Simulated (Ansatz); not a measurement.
# Starting-point dependence of the GW gap of Na3MoO4Cl (P4/nmm)

Aim: G0W0 for Na3MoO4Cl (P4/nmm) on several starting functionals, at one mesh, band count and screening cutoff.

Program: Ansatz 0.2.0. Level of theory: G0W0 on several functionals, plane waves, PAW. Results are calculated unless marked as measured.

Report form: the programs' logs are mostly left out.

In doubt: masses and optical values from hybrid runs of this build are listed as unsure (step 4), which bears on the screening that GW takes from such a start.

**1. The starting structure**

It takes space group P4/nmm (No. 129, tetragonal). Conventional cell: a = 7.494 Å, b = 7.494 Å, c = 5.341 Å, α = 90.00°, β = 90.00°, γ = 90.00°. Na has 4 O at 2.50 Å and 2 Cl at 2.78 Å nearest. Na has 4 O at 2.35 Å and 2 Cl at 2.58 to 2.76 Å nearest. Nearest to Mo lie 4 O at 1.78 Å. Nearest to Cl lie 6 Na at 2.58 to 2.78 Å. O has 1 Mo at 1.78 Å and 3 Na at 2.35 to 2.50 Å nearest. Farther neighbours and most contacts between anions are not listed.

Geometry: measured cell, ions relaxed with PBE. The runs that relaxed it are not among those shown.

**2. G0W0 on PBE**

G0W0 replaces the xc potential by the self-energy, built once from these orbitals. Only a window of levels is corrected, while the sums run over the empty bands that the input names. This step takes PAW set soft_1 files.

This step: G0W0 on PBE, plane waves, PAW; PAW set soft_1.

input.yaml

```yaml
crystal:
  lattice:
    - [7.4942, 0.0, 0.0]
    - [0.0, 7.4942, 0.0]
    - [0.0, 0.0, 5.3409]
  atoms:
    - { symbol: Na, position: [0.75, 0.75, 0.0] }
    - { symbol: Na, position: [0.75, 0.25, 0.0] }
    - { symbol: Na, position: [0.25, 0.25, 0.0] }
    - { symbol: Na, position: [0.25, 0.75, 0.0] }
    - { symbol: Na, position: [0.5, 0.0, 0.6389095619] }
    - { symbol: Na, position: [0.0, 0.5, 0.3610904381] }
    - { symbol: Mo, position: [0.0, 0.0, 0.5] }
    - { symbol: Mo, position: [0.5, 0.5, 0.5] }
    - { symbol: Cl, position: [0.5, 0.0, 0.155433647] }
    - { symbol: Cl, position: [0.0, 0.5, 0.844566353] }
    - { symbol: O, position: [0.810272275, 0.0, 0.7004856242] }
    - { symbol: O, position: [0.5, 0.310272275, 0.7004856242] }
    - { symbol: O, position: [0.189727725, 0.0, 0.7004856242] }
    - { symbol: O, position: [0.5, 0.689727725, 0.7004856242] }
    - { symbol: O, position: [0.310272275, 0.5, 0.2995143758] }
    - { symbol: O, position: [0.0, 0.189727725, 0.2995143758] }
    - { symbol: O, position: [0.689727725, 0.5, 0.2995143758] }
    - { symbol: O, position: [0.0, 0.810272275, 0.2995143758] }
kpoints:
  mp_grid: { grid: [2, 2, 4] }
hamiltonian:
  xc: pbe
  pseudopotentials: { kind: paw, azcp: { folder: soft_1 } }
scf:
  occupations: { method: fixed }
gw:
  n_empty_bands: 1009
  ecut_chi: 130.0
  qp_bands: [v4, c4]
  qp_kpoints: band_edges
  screening: { model: contour_deformation }
```

The run is started by

```sh
> ansatz run input.yaml --threads 2 --pin off --max-ram 92160MiB --backend cuda --events-out ev --progress --plain --runs-dir out --devices 1 --max-vram 13GiB
```

It took 54 s on 1 × NVIDIA H100 80GB HBM3 (shared by 6 runs) with 2 threads of AMD EPYC 7R13 (Zen 3), shared host; peak memory 3.2 GiB.

This step gave:

- bands summed: 1081
- RPA ε∞ on this mesh (eigenvalues): 2.518, 2.518, 2.529
- plane waves in the screening matrix: 1001
- q-points in the mesh: 16
- G0W0 gap on the mesh: 7.084 eV
- k of the valence top: -0.5, -0.5, -0.5
- k of the conduction bottom: 0, 0, 0
- starting gap on the mesh: 4.314 eV
- Z at the valence top: 0.7470
- Z at the conduction bottom: 0.8066
- least direct G0W0 gap on the computed points: 7.102 eV

The gap on the mesh goes from 4.31 eV to 7.08 eV, a correction of +2.77 eV, though a band edge has moved to another state.

**3. G0W0 on r2SCAN**

One-shot GW remembers its start. Another functional's orbitals and levels show by how much.

This step: G0W0 on r2SCAN, plane waves, PAW; PAW set soft_1.

Changes to input.yaml since step 2:

```diff
@@ -27,3 +27,3 @@
 hamiltonian:
-  xc: pbe
+  xc: r2scan
   pseudopotentials: { kind: paw, azcp: { folder: soft_1 } }
```

Wall time 70 s (1 × NVIDIA H100 80GB HBM3 (shared by 6 runs) with 2 threads); peak memory 3.9 GiB.

Numbers from this step:

| Item | Value |
| --- | --- |
| bands summed | 1081 |
| RPA ε∞ on this mesh (eigenvalues) | 2.390, 2.390, 2.402 |
| plane waves in the screening matrix | 1001 |
| q-points in the mesh | 16 |
| G0W0 gap on the mesh | 7.321 eV |
| k of the valence top | -0.5, -0.5, -0.5 |
| k of the conduction bottom | 0, 0, 0 |
| starting gap on the mesh | 4.717 eV |
| Z at the valence top | 0.7605 |
| Z at the conduction bottom | 0.8136 |
| least direct G0W0 gap on the computed points | 7.339 eV |

Against the run with 2×2×4 mesh, 1009 empty bands, screening to 130 eV, PAW set soft_1 files on PBE, the gap moves by +0.24 eV, while the start moved by +0.40 eV.

**4. G0W0 on HSE06**

This step: G0W0 on HSE06, plane waves, PAW; PAW set soft_1.

Changes to input.yaml since step 3:

```diff
@@ -27,3 +27,3 @@
 hamiltonian:
-  xc: r2scan
+  xc: hse06
   pseudopotentials: { kind: paw, azcp: { folder: soft_1 } }
```

The job ended after 3.1 min (1 × NVIDIA H100 80GB HBM3 (shared by 6 runs) with 2 threads; peak memory 3.6 GiB).

Numbers from this step:

| Quantity | Value |
| --- | --- |
| bands summed | 1081 |
| RPA ε∞ on this mesh (eigenvalues) | 2.261, 2.261, 2.274 |
| plane waves in the screening matrix | 1001 |
| G0W0 gap on the mesh | 7.635 eV |
| k of the valence top | -0.5, -0.5, -0.5 |
| k of the conduction bottom | 0, 0, 0 |
| starting gap on the mesh | 5.803 eV |
| least direct G0W0 gap on the computed points | 7.648 eV |

Against the run with 2×2×4 mesh, 1009 empty bands, screening to 130 eV, PAW set soft_1 files on r2SCAN, the gap moves by +0.31 eV, while the start moved by +1.09 eV.

**5. Side by side**

All on the 2×2×4 mesh with 1009 empty bands and screening to 130 eV. Times are wall times on 1 × NVIDIA H100 80GB HBM3 (shared by 6 runs) with 2 threads of AMD EPYC 7R13 (Zen 3), shared host, good to a factor of about two.

| start | starting gap (eV) | shift (eV) | G0W0 gap (eV) | RPA ε∞ (harmonic mean) | Z (valence, conduction) | time |
| --- | --- | --- | --- | --- | --- | --- |
| PBE | 4.31 | +2.77 | 7.08 | 2.52 | 0.75, 0.81 | 54 s |
| r2SCAN | 4.72 | +2.60 | 7.32 | 2.39 | 0.76, 0.81 | 70 s |
| HSE06 | 5.80 | +1.83 | 7.64 | 2.27 | 0.78, 0.84 | 3.1 min |

How the two edges are built up, in eV (the quasiparticle level is the starting level plus Σx plus Σc less Vxc):

| run | edge | start | Σx | Σc | Vxc | Z | QP |
| --- | --- | --- | --- | --- | --- | --- | --- |
| PBE | valence top | 2.40 | -25.32 | 4.12 | -20.09 | 0.75 | 1.30 |
| PBE | conduction bottom | 6.78 | -13.19 | -3.70 | -18.49 | 0.81 | 8.38 |
| r2SCAN | valence top | 1.95 | -25.34 | 3.95 | -20.56 | 0.76 | 1.12 |
| r2SCAN | conduction bottom | 6.76 | -13.79 | -3.70 | -19.17 | 0.81 | 8.44 |
| HSE06 | valence top | 1.23 | -25.32 | 3.66 | -21.22 | 0.78 | 0.79 |
| HSE06 | conduction bottom | 7.10 | -12.85 | -3.53 | -17.71 | 0.84 | 8.43 |

For a hybrid start, Vxc holds its share of exact exchange. Where G0W0 reorders the edges (PBE, r2SCAN and HSE06), the two states listed lie further apart at the start than the starting gap.

**6. What came out**

| Property | Result |
| --- | --- |
| G0W0@PBE | 7.08 eV (start 4.31 eV) |
| G0W0@r2SCAN | 7.32 eV (start 4.72 eV) |
| G0W0@HSE06 | 7.64 eV (start 5.80 eV) |
| known limits | not at the basis limit; no spin-orbit coupling; coarse k mesh |

In words: The starting gaps span 1.49 eV and the G0W0 gaps 0.55 eV. Between PBE and HSE06, 0.55 eV of the 1.49 eV survives, 37 %. HSE06 screens less than PBE (ε∞ 2.27 against 2.52). Of the 0.55 eV by which its G0W0 gap is higher, the correlation part gives +0.63 eV, and exchange with the one-particle terms, which follow the orbitals, −0.08 eV. The smallest correction, +1.83 eV, is on HSE06, the start nearest to reproducing itself. Bands and cutoff are finite, so the gap is not at the basis limit. The miss can reach some tenths of an eV and take either sign; the mesh is an error of its own. The 2×2×4 mesh is coarse for this cell (its supercell is 15 Å along the shortest edge). The RPA ε∞ on it, from the PBE start, is 2.52 and 2.53; such meshes misread the long-range screening, most where the gap is narrow. The many-body steps are scalar-relativistic: spin-orbit coupling is not in them.

[Paths, hosts, dates, memory and timing lines, banners, echoed tables and standing remarks are left out of the program output.]

[Logs are printed without paths, hosts, clocks, repeated set-up lines and the standing remarks that a program may print on its own settings, such as how far it seeks lower states.]

[Runs of the session that timed out or met a known fault of the program may be left out.]

[Cells called generated may have been cut or substituted from an entry of the Crystallography Open Database or the Materials Project.]

[Hosts, paths, dates, database ids (printed as entryN), source tags and the programs' standing remarks are cut or masked in the printed files.]
